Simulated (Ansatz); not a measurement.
# Ba on Rh(111): change of the work function, part 3 of 3

Wanted: Δφ(θ) for Ba/Rh(111), starting from the fcc site.

Ansatz 0.2.0; plane-wave DFT, PBE, Ansatz PAW.

So far, work function, upper face (eV): step 2 (the clean slab) 5.17; step 3 (37 atoms, coverage 0.111 ML, cell 3x3) 2.13.

### 4. Adsorbate added, k-mesh 6×6×1, coverage 0.25 ML

System of this step: Ba/Rh(111). The cell holds 17 atoms: 16 Rh and 1 Ba. Its edges and angles: a = 5.374 Å, b = 5.374 Å, c = 27.908 Å, α = 90.0°, β = 90.0°, γ = 60.0°. Vacuum lies along c.

Another coverage, to see how the dipoles act on each other as their distance changes.

input.yaml reads:

```yaml
crystal:
  lattice:
    - [5.374011537, -1.0e-10, 0.0]
    - [2.6870057685, 4.6540305112, 0.0]
    - [0.0, 0.0, 27.9076367638]
  atoms:
    - { symbol: Rh, position: [0.0, 0.0, 0.3224923728] }
    - { symbol: Rh, position: [0.1666666667, 0.1666666667, 0.4011063752] }
    - { symbol: Rh, position: [0.3333333333, 0.3333333333, 0.479585146] }
    - { symbol: Rh, position: [0.0, 0.0, 0.5580483437] }
    - { symbol: Rh, position: [0.0, 0.5, 0.3224923728] }
    - { symbol: Rh, position: [0.1666666667, 0.6666666667, 0.4011063752] }
    - { symbol: Rh, position: [0.3333333333, 0.8333333333, 0.479585146] }
    - { symbol: Rh, position: [0.0, 0.5, 0.5580483437] }
    - { symbol: Rh, position: [0.5, 0.0, 0.3224923728] }
    - { symbol: Rh, position: [0.6666666667, 0.1666666667, 0.4011063752] }
    - { symbol: Rh, position: [0.8333333333, 0.3333333333, 0.479585146] }
    - { symbol: Rh, position: [0.5, 0.0, 0.5580483437] }
    - { symbol: Rh, position: [0.5, 0.5, 0.3224923728] }
    - { symbol: Rh, position: [0.6666666667, 0.6666666667, 0.4011063752] }
    - { symbol: Rh, position: [0.8333333333, 0.8333333333, 0.479585146] }
    - { symbol: Rh, position: [0.5, 0.5, 0.5580483437] }
    - { symbol: Ba, position: [0.1666666667, 0.1666666667, 0.6775076272] }
kpoints:
  mp_grid: { grid: [6, 6, 1] }
hamiltonian:
  xc: pbe
scf:
  occupations: { method: fermi_dirac, width: 0.1 }
  convergence: { dr2_threshold: 1.0e-08 }
efield:
  axis: 3
  dipole_correction: true
  ramp_position: 0.97
  ramp_width: 0.06
relax:
  f_tol: 0.02
  max_steps: 60
  constraints: [{ sites: [0, 1, 4, 5, 8, 9, 12, 13] }]
output:
  dos: { projected: true, e_range: [-8, 4] }
  write_potential: true
  write_density: true
  volumetric_format: npy
  elf: true
```

The run is started by

```
> ansatz run input.yaml --threads 4 --pin off --max-ram 16384MiB --backend cpu --events-out ev --progress --plain --runs-dir out
```

Standard output:

```text
[...]
Crystal: 17 atoms, lattice volume = 697.993 Å³
Basis set: ecut = 420 eV, 13575 PW (Γ), exchange–correlation on 72×72×384 points (8 copies of the dense FFT grid, shifted against one another)
Bands: 170, of which v1, the nominal top of the filled ones, is band 141 counted from 1 (140 counted from 0)
Symmetry: 6 space group operations
[...]
k-points: 7 of 36 (time reversal used)
[...]
SCF iter   1: F=—  HF=-108390.994664 eV  |F-HF|=—  |Δ(HF+E_count)|=         —  Δρ=4.81e-3  dr2=2.47e0  ethr=1.77e-3  p=0.407 e·Å  D=1.06e-1 V/Å  ΔV_dip=-2.95 eV  dr2_dipole=1.51e0  V_vac-E_F(+/−)=2.07/5.01 eV  ⟨swp⟩=9.3  Hψ=5682  notcnv=0  defer=5
[...]
SCF iter  13: F=-108390.943739 eV  HF=-108390.943739 eV  |F-HF|=5.82e-11  |Δ(HF+E_count)|=   1.57e-9  Δρ=3.29e-7  dr2=1.67e-9  ethr=3.55e-12  p=0.345 e·Å  D=8.94e-2 V/Å  ΔV_dip=-2.50 eV  dr2_dipole=9.03e-11  V_vac-E_F(+/−)=2.69/5.18 eV  ⟨swp⟩=9.1  Hψ=7985  notcnv=0
SCF 1 converged in 13 iterations: F = -108390.943739 eV  dr2 = 1.67e-9
[...]
relax step   1: F+E_penalty+E_count = -108390.94373881 eV  Δ(F+E_penalty+E_count) = +0.000e0 eV  max|allowed force component| = 1.435e0 eV/Å  Δτ_max = 0.0000 Å  (13 SCF iters, accepted)
[...]
SCF iter  12: F=-108391.266568 eV  HF=-108391.266568 eV  |F-HF|=1.63e-8  |Δ(HF+E_count)|=   4.29e-8  Δρ=5.24e-7  dr2=4.95e-9  ethr=3.00e-12  p=0.356 e·Å  D=9.23e-2 V/Å  ΔV_dip=-2.58 eV  dr2_dipole=7.03e-11  V_vac-E_F(+/−)=2.61/5.18 eV  ⟨swp⟩=15.0  Hψ=9742  notcnv=0
SCF 2 converged in 12 iterations: F = -108391.266568 eV  dr2 = 4.95e-9
[...]
relax step   2: F+E_penalty+E_count = -108391.26656781 eV  Δ(F+E_penalty+E_count) = -3.228e-1 eV  max|allowed force component| = 1.432e0 eV/Å  Δτ_max = 0.1952 Å  (12 SCF iters, accepted)
[...]
SCF iter  12: F=-108391.562188 eV  HF=-108391.562188 eV  |F-HF|=1.14e-8  |Δ(HF+E_count)|=   1.07e-7  Δρ=5.91e-7  dr2=7.37e-9  ethr=3.55e-12  p=0.378 e·Å  D=9.80e-2 V/Å  ΔV_dip=-2.74 eV  dr2_dipole=9.29e-10  V_vac-E_F(+/−)=2.44/5.17 eV  ⟨swp⟩=12.4  Hψ=10177  notcnv=0
SCF 3 converged in 12 iterations: F = -108391.562188 eV  dr2 = 7.37e-9
relax step   3: F+E_penalty+E_count = -108391.56218794 eV  Δ(F+E_penalty+E_count) = -2.956e-1 eV  max|allowed force component| = 1.258e0 eV/Å  Δτ_max = 0.1945 Å  (12 SCF iters, accepted)
[...]
relax step   4: F+E_penalty+E_count = -108391.77709378 eV  Δ(F+E_penalty+E_count) = -2.149e-1 eV  max|allowed force component| = 7.936e-1 eV/Å  Δτ_max = 0.1950 Å  (12 SCF iters, accepted)
[...]
relax step   5: F+E_penalty+E_count = -108391.86348802 eV  Δ(F+E_penalty+E_count) = -8.639e-2 eV  max|allowed force component| = 3.168e-1 eV/Å  Δτ_max = 0.1766 Å  (11 SCF iters, accepted)
[...]
relax step   6: F+E_penalty+E_count = -108391.87632154 eV  Δ(F+E_penalty+E_count) = -1.283e-2 eV  max|allowed force component| = 5.065e-2 eV/Å  Δτ_max = 0.0627 Å  (11 SCF iters, accepted)
[...]
relax step   7: F+E_penalty+E_count = -108391.87690886 eV  Δ(F+E_penalty+E_count) = -5.873e-4 eV  max|allowed force component| = 2.306e-2 eV/Å  Δτ_max = 0.0176 Å  (9 SCF iters, accepted)
SCF iter   1: F=—  HF=-108391.875454 eV  |F-HF|=—  |Δ(HF+E_count)|=         —  Δρ=1.97e-4  dr2=2.49e-3  ethr=9.01e-6  p=0.437 e·Å  D=1.13e-1 V/Å  ΔV_dip=-3.16 eV  dr2_dipole=6.82e-4  V_vac-E_F(+/−)=2.00/5.16 eV  ⟨swp⟩=2.0  Hψ=1785  notcnv=0  defer=12
[...]
SCF iter   7: F=-108391.876977 eV  HF=-108391.876977 eV  |F-HF|=1.06e-8  |Δ(HF+E_count)|=   4.28e-8  Δρ=4.56e-7  dr2=3.41e-9  ethr=3.55e-12  p=0.438 e·Å  D=1.13e-1 V/Å  ΔV_dip=-3.17 eV  dr2_dipole=4.92e-11  V_vac-E_F(+/−)=2.00/5.16 eV  ⟨swp⟩=12.0  Hψ=9975  notcnv=0
SCF 8 converged in 7 iterations: F = -108391.876977 eV  dr2 = 3.41e-9
relax step   8: F+E_penalty+E_count = -108391.87697701 eV  Δ(F+E_penalty+E_count) = -6.815e-5 eV  max|allowed force component| = 1.730e-3 eV/Å  Δτ_max = 0.0046 Å  (7 SCF iters, accepted)
[...]
SCF converged after 7 iterations
Free energy (F): -108391.876977 eV
[...]
Internal energy: -108390.988673 eV  (E = F + TS)
E sigma→0 (E₀):  -108391.432825 eV
Entropy (-TS):   -0.888304 eV (-52.253 meV/atom)
Fermi energy:    5.453722 eV
Dipole field:    D = 0.113451 V/Å  (p = 0.437620 e·Å, saw-weighted, corrected)
Work function:   Φ+ = 1.9963 eV   Φ− = 5.1625 eV
[...]
--- Forces (eV/Å), atoms counted from 1 ---
  atom   1  Rh     0.01538895     0.00888481     0.05615723
  atom   2  Rh     0.00000000     0.00000000     0.06315820
  atom   3  Rh    -0.00019667    -0.00011355    -0.00018595
  atom   4  Rh     0.00048608     0.00028064    -0.00025660
  atom   5  Rh    -0.00000000    -0.01776963     0.05615723
  atom   6  Rh     0.11055669    -0.06382994    -0.11146243
  atom   7  Rh     0.00000000     0.00022710    -0.00018595
  atom   8  Rh    -0.00000000    -0.00056127    -0.00025660
  atom   9  Rh    -0.01538895     0.00888481     0.05615723
  atom  10  Rh     0.00000000     0.12765987    -0.11146243
  atom  11  Rh     0.00019667    -0.00011355    -0.00018595
  atom  12  Rh    -0.00048608     0.00028064    -0.00025660
  atom  13  Rh     0.00000000    -0.00000000     0.10284190
  atom  14  Rh    -0.11055669    -0.06382994    -0.11146243
  atom  15  Rh     0.00000000     0.00000000     0.00172969
  atom  16  Rh     0.00000000    -0.00000000     0.00016202
  atom  17  Ba     0.00000000    -0.00000000    -0.00065711
  max |Σ_I F_I| component: 8.56e-6 eV/Å
--- Band table (eV; the first three rows and the last of 7) ---
  k-point 0: bands = [... 137 lower, 5.8070, 5.8983, 5.8983, 5.9189, 6.0783, 6.0783, 6.0865, 6.2361, ... 25 higher]
  k-point 1: bands = [... 137 lower, 5.6519, 5.6978, 5.7144, 5.7217, 5.8224, 5.8425, 5.8427, 5.9212, ... 25 higher]
  k-point 2: bands = [... 137 lower, 5.0100, 5.2027, 5.3182, 5.3533, 5.4090, 5.4726, 5.5053, 5.5188, ... 25 higher]
  k-point 6: bands = [... 137 lower, 5.1666, 5.1892, 5.1958, 5.2438, 5.2786, 5.5127, 5.5629, 5.6058, ... 25 higher]
--- Relaxed structure (8 steps of the walk, 8 accepted, 0 SCFs on fresh bases) ---
  F+E_penalty+E_count = -108391.87697701 eV   max|allowed force component| = 1.730e-3 eV/Å
  atoms:
    - { symbol: Rh, position: [-1.795949e-17, -1.795949e-17, 0.3224923728] }
    - { symbol: Rh, position: [0.166667, 0.166667, 0.4011063752] }
    - { symbol: Rh, position: [0.333673, 0.333673, 0.480478] }
    - { symbol: Rh, position: [-0.00274899, -0.00274899, 0.558740] }
    - { symbol: Rh, position: [0.0, 0.500000, 0.3224923728] }
    - { symbol: Rh, position: [0.166667, 0.666667, 0.4011063752] }
    - { symbol: Rh, position: [0.333673, 0.832655, 0.480478] }
    - { symbol: Rh, position: [-0.00274899, 0.505498, 0.558740] }
    - { symbol: Rh, position: [0.500000, -1.795949e-17, 0.3224923728] }
    - { symbol: Rh, position: [0.666667, 0.166667, 0.4011063752] }
    - { symbol: Rh, position: [0.832655, 0.333673, 0.480478] }
    - { symbol: Rh, position: [0.505498, -0.00274899, 0.558740] }
    - { symbol: Rh, position: [0.500000, 0.500000, 0.3224923728] }
    - { symbol: Rh, position: [0.666667, 0.666667, 0.4011063752] }
    - { symbol: Rh, position: [0.833333, 0.833333, 0.478143] }
    - { symbol: Rh, position: [0.500000, 0.500000, 0.562255] }
    - { symbol: Ba, position: [0.166667, 0.166667, 0.648316] }
```

The job ended after 4.4 min (4 threads of Arm Neoverse V1, shared host; peak memory 2.8 GiB).

The steps of the relaxation:

```tsv
step	energy less that of the first step (eV)	largest force component (eV/Å)
1	0.0000	1.4349
2	-0.3228	1.4320
3	-0.6184	1.2577
4	-0.8334	0.7936
5	-0.9197	0.3168
6	-0.9326	0.0506
7	-0.9332	0.0231
8	-0.9332	0.0017
```

Forces are held to the 6 operations that the program found; a distortion that breaks them can't arise in this run.

The atoms that moved most (Å):

```tsv
atom	dx	dy	dz	length
Ba17	0.000	0.000	-0.815	0.815
Rh16	0.000	0.000	0.117	0.117
Rh15	0.000	0.000	-0.040	0.040
Rh8	0.000	0.026	0.019	0.032
Rh4	-0.022	-0.013	0.019	0.032
Rh12	0.022	-0.013	0.019	0.032
Rh3	0.003	0.002	0.025	0.025
Rh7	0.000	-0.003	0.025	0.025
```

The relaxed structure:

```
Rh Ba
1.0
     5.37401    0.00000    0.00000
     2.68701    4.65403    0.00000
     0.00000    0.00000   27.90764
Rh Ba
16 1
Direct
  0.00000 0.00000 0.32249
  0.16667 0.16667 0.40111
  0.33367 0.33367 0.48048
  0.99725 0.99725 0.55874
  0.00000 0.50000 0.32249
  0.16667 0.66667 0.40111
  0.33367 0.83265 0.48048
  0.99725 0.50550 0.55874
  0.50000 0.00000 0.32249
  0.66667 0.16667 0.40111
  0.83265 0.33367 0.48048
  0.50550 0.99725 0.55874
  0.50000 0.50000 0.32249
  0.66667 0.66667 0.40111
  0.83333 0.83333 0.47814
  0.50000 0.50000 0.56226
  0.16667 0.16667 0.64832
```

This step gave:

| Item | Value |
| --- | --- |
| energy at zero smearing | -108391.4328 eV |
| work function, upper face | 1.996 eV |
| work function, lower face | 5.162 eV |
| dipole along the normal | 0.4376 e·Å |
| step between the vacuum levels | -3.166 eV |

Running mean over 2.194 Å of the planar mean; the ramp of the sawtooth is left out. Electron's electrostatic potential energy less the Fermi level against z:

```tsv
z (Å)	electron's electrostatic potential energy less the Fermi level (eV)
4	5.16
5	5.16
6	5.09
7	4.16
8	-5.58
9	-12.7
10	-13.1
11	-13.2
12	-13.2
13	-13.2
14	-12.9
15	-12.7
16	-12.1
17	-4.02
18	-2.60
19	-1.72
20	0.914
21	1.75
22	1.94
23	1.98
24	1.99
```

The density of states has structure finer than the step of the table below, so its rows give means over 0.25 eV. Peaks (eV: height): -2.770: 55.7, -2.650: 42.9, -2.290: 45.2, -2.050: 42.7, -1.530: 54.9, -0.210: 49.5, 0.270: 42.7.

The density of states by energy, zero at the Fermi level; means over each step:

```tsv
energy (eV)	density of states (states/eV a cell)
-7.75	0
-7.50	0.0197
-7.25	0.781
-7.00	0.859
-6.75	1.01
-6.50	1.07
-6.25	1.53
-6.00	3.84
-5.75	8.89
-5.50	20.0
-5.25	23.4
-5.00	28.9
-4.75	23.0
-4.50	23.6
-4.25	21.2
-4.00	16.7
-3.75	23.0
-3.50	19.7
-3.25	22.7
-3.00	28.3
-2.75	38.9
-2.50	31.4
-2.25	33.4
-2.00	26.3
-1.75	17.3
-1.50	30.6
-1.25	19.1
-1.00	22.7
-0.75	30.9
-0.50	28.3
-0.25	23.8
0.00	28.8
0.25	31.2
0.50	29.1
0.75	18.7
1.00	9.81
1.25	3.99
1.50	11.0
1.75	9.41
```

Projected DOS per atom over height of the atomic layer and energy from the Fermi level. Layers: Rh4 Rh4 Rh4 Rh4 Ba from below.

Ten even steps from '_' (0.00 states/eV) to '@' (2.35 states/eV), each cell a mean:
```
..........
____....__
----------
##%%%%**::
##**++**..
%%++++%%..
%%++++##..
##++**##..
##====##..
@@****@@__
%%%%%%@@__
++****++__
==++++++__
++==++**__
++****++__
==@@@@==__
::####::__
__....____
__________
__________
__________
__________
```
Columns: height of the atomic layer (Å) from 9 to 18.1 (not evenly spaced); rows upwards: energy from the Fermi level (eV) from -7.96 to 1.95.

ELF in the ca plane at fractional y = 0.167, with atoms of Rh and Ba within 0.2 Å of it. It is the smooth field of the valence electrons, not physical close to the nuclei.

Values, 8 rows by 16 columns, each cell a mean:
```
0.39 0.23 0.24 0.23 0.39 0.27 0.33 0.33 0.21 0.46 0.26 0.09 0.10 0.05 0.01 0.00
0.26 0.26 0.50 0.28 0.27 0.23 0.24 0.26 0.21 0.06 0.05 0.09 0.08 0.03 0.01 0.00
0.26 0.34 0.75 0.36 0.26 0.20 0.23 0.29 0.27 0.12 0.08 0.11 0.08 0.03 0.01 0.00
0.27 0.26 0.52 0.28 0.26 0.22 0.24 0.26 0.22 0.06 0.05 0.09 0.08 0.03 0.01 0.00
0.39 0.23 0.24 0.23 0.39 0.27 0.33 0.33 0.20 0.43 0.24 0.09 0.10 0.04 0.01 0.00
0.26 0.26 0.51 0.28 0.27 0.23 0.23 0.25 0.48 0.75 0.66 0.14 0.12 0.06 0.01 0.00
0.26 0.34 0.75 0.36 0.26 0.20 0.23 0.27 0.57 0.17 0.75 0.17 0.12 0.06 0.01 0.00
0.26 0.26 0.53 0.28 0.25 0.22 0.24 0.26 0.49 0.73 0.67 0.14 0.12 0.06 0.01 0.00
```
Columns run along c (16.0 Å, from fractional 0.32 to 0.89 of the cell), rows up along a (5.4 Å). Atoms in or near the plane, at fractional coordinates: Rh at (0.40, 0.17), Rh at (0.40, 0.67), Ba at (0.65, 0.17).

Electrostatic potential energy in the ca plane at fractional y = 0.167, with atoms of Rh and Ba within 0.2 Å of it. With pseudopotentials it is smooth inside the atoms' cores, unlike the true potential.

Values in eV, 8 rows by 16 columns, each cell a mean:
```
-20   4   2   5 -18  -4 -11  -8   5  -1   4   7   8   8   8   9
 -3  -1 -31  -2  -3   3   0   2   8   7   7   8   8   8   8   9
  5 -12 -50 -15   6   8   7   7   9   8   8   8   8   8   8   9
 -3  -1 -33  -3  -2   4   0   2   8   7   7   8   8   8   8   9
-20   4   2   5 -18  -4 -11  -7   5   0   4   7   8   8   8   9
 -3  -1 -31  -2  -3   3   1   2  -7 -28  -5   6   8   8   8   9
  5 -12 -50 -15   6   8   7   6 -17 -39 -14   6   8   8   8   9
 -3  -1 -33  -3  -1   4   1   2  -8 -29  -6   6   8   8   8   9
```
Columns run along c (16.0 Å, from fractional 0.32 to 0.89 of the cell; values clipped at the 3rd and 97th percentile), rows up along a (5.4 Å). Atoms in or near the plane, at fractional coordinates: Rh at (0.40, 0.17), Rh at (0.40, 0.67), Ba at (0.65, 0.17).

Valence density in the ca plane at fractional y = 0.167, with atoms of Rh and Ba within 0.2 Å of it. It is the smooth field of the valence electrons, not physical close to the nuclei.

Ten steps, logarithmic in the rise over the least value, from '0' (0 e/Å³) to '9' (13 e/Å³), each cell a mean:
```
65422233222455433455431122321000000000000000
55422233222455433455421111100000000000000000
43323566532344322344321000000000000000000000
22224799742222221222211000000000000000000000
22225899852222211222211000000000000000000000
33224788742233222233211000000000000000000000
44323466432344322344321000000000000000000000
55422233222455433455421111110000000000000000
55422333222455432455422223321000000000000000
44323566532344322333322345543100000000000000
22224799742222221222222454454200000000000000
22225899852222211222222453354210000000000000
33224788742222222222222454454200000000000000
44323465432344322344322344543100000000000000
```
Columns run along c (16.0 Å, from fractional 0.32 to 0.89 of the cell), rows up along a (5.4 Å). Atoms in or near the plane, at fractional coordinates: Rh at (0.40, 0.17), Rh at (0.40, 0.67), Ba at (0.65, 0.17).

The relaxation took 8 steps and lowered the energy by 0.93 eV; the largest force on the free atoms ends at 0.0017 eV/Å.

By hand: a sheet of dipoles makes a step −p/(ε₀A) in the electron's potential. With e/ε₀ = 180.95 V·Å, p = 0.4376 e·Å and A = 25.01 Å², that is −180.95 × (0.4376) / 25.01 = -3.166 eV, and the two vacuum levels of the run differ by -3.166 eV.

The covered face has 2.00 eV, -3.17 eV against the clean one; the bare back face has moved by -0.01 eV, a measure of how thin the slab is.

### 5. Work function against coverage

This step: plane-wave DFT, PBE, Ansatz PAW; work function against coverage (Ansatz 0.2.0).

The runs are now put side by side.

This step gave:

| Property | Result |
| --- | --- |
| work function of the clean face | 5.167 eV |
| largest change of the work function | -3.171 eV |

The work function of the covered face by coverage:

```tsv
coverage (adsorbates/nm²)	work function of the covered face (eV)
0.00	5.17
1.78	2.13
4.00	2.00
```

The dipole per adsorbate comes from the change of the cell's dipole. Coverage, by row:

```tsv
coverage (1/nm²)	coverage (ML)	work function (eV)	change (eV)	dipole per adsorbate, positive end outwards (debye)	mean height of the added atoms over the highest substrate atom (Å)
1.777	0.1111	2.13	-3.037	4.551	2.498
3.998	0.25	1.996	-3.171	2.101	2.402
```

### 6. What came out

```json
{
  "work function of the clean face": "5.17 eV",
  "work function at 0.11 ML": "2.13 eV",
  "work function at 0.25 ML": "2.00 eV",
  "dipole per adsorbate at 0.11 ML, positive end outwards": "4.55 D"
}
```

In words: Ba lowers the work function of Rh(111) at the lowest coverage, by 3.04 eV: the adsorbate layer has its positive end outwards. The slab has 4 layers, at the tabulated experimental lattice constant, one starting site was run, and quantum-size effects of a slab this thin can reach one or two tenths of an eV.

[Long decimals in the printed logs are rounded to 6 places.]

[Logs are printed without paths, hosts, clocks, repeated set-up lines and the standing remarks that a program may print on its own settings, such as how far it seeks lower states.]

[Hosts, paths, dates, database ids (printed as entryN), source tags and the programs' standing remarks are cut or masked in the printed files.]

[Maps of the electrostatic potential energy from Ansatz leave out the sawtooth potential of an applied field or a dipole correction, so their vacuum need not be flat; planar profiles and work functions include it.]
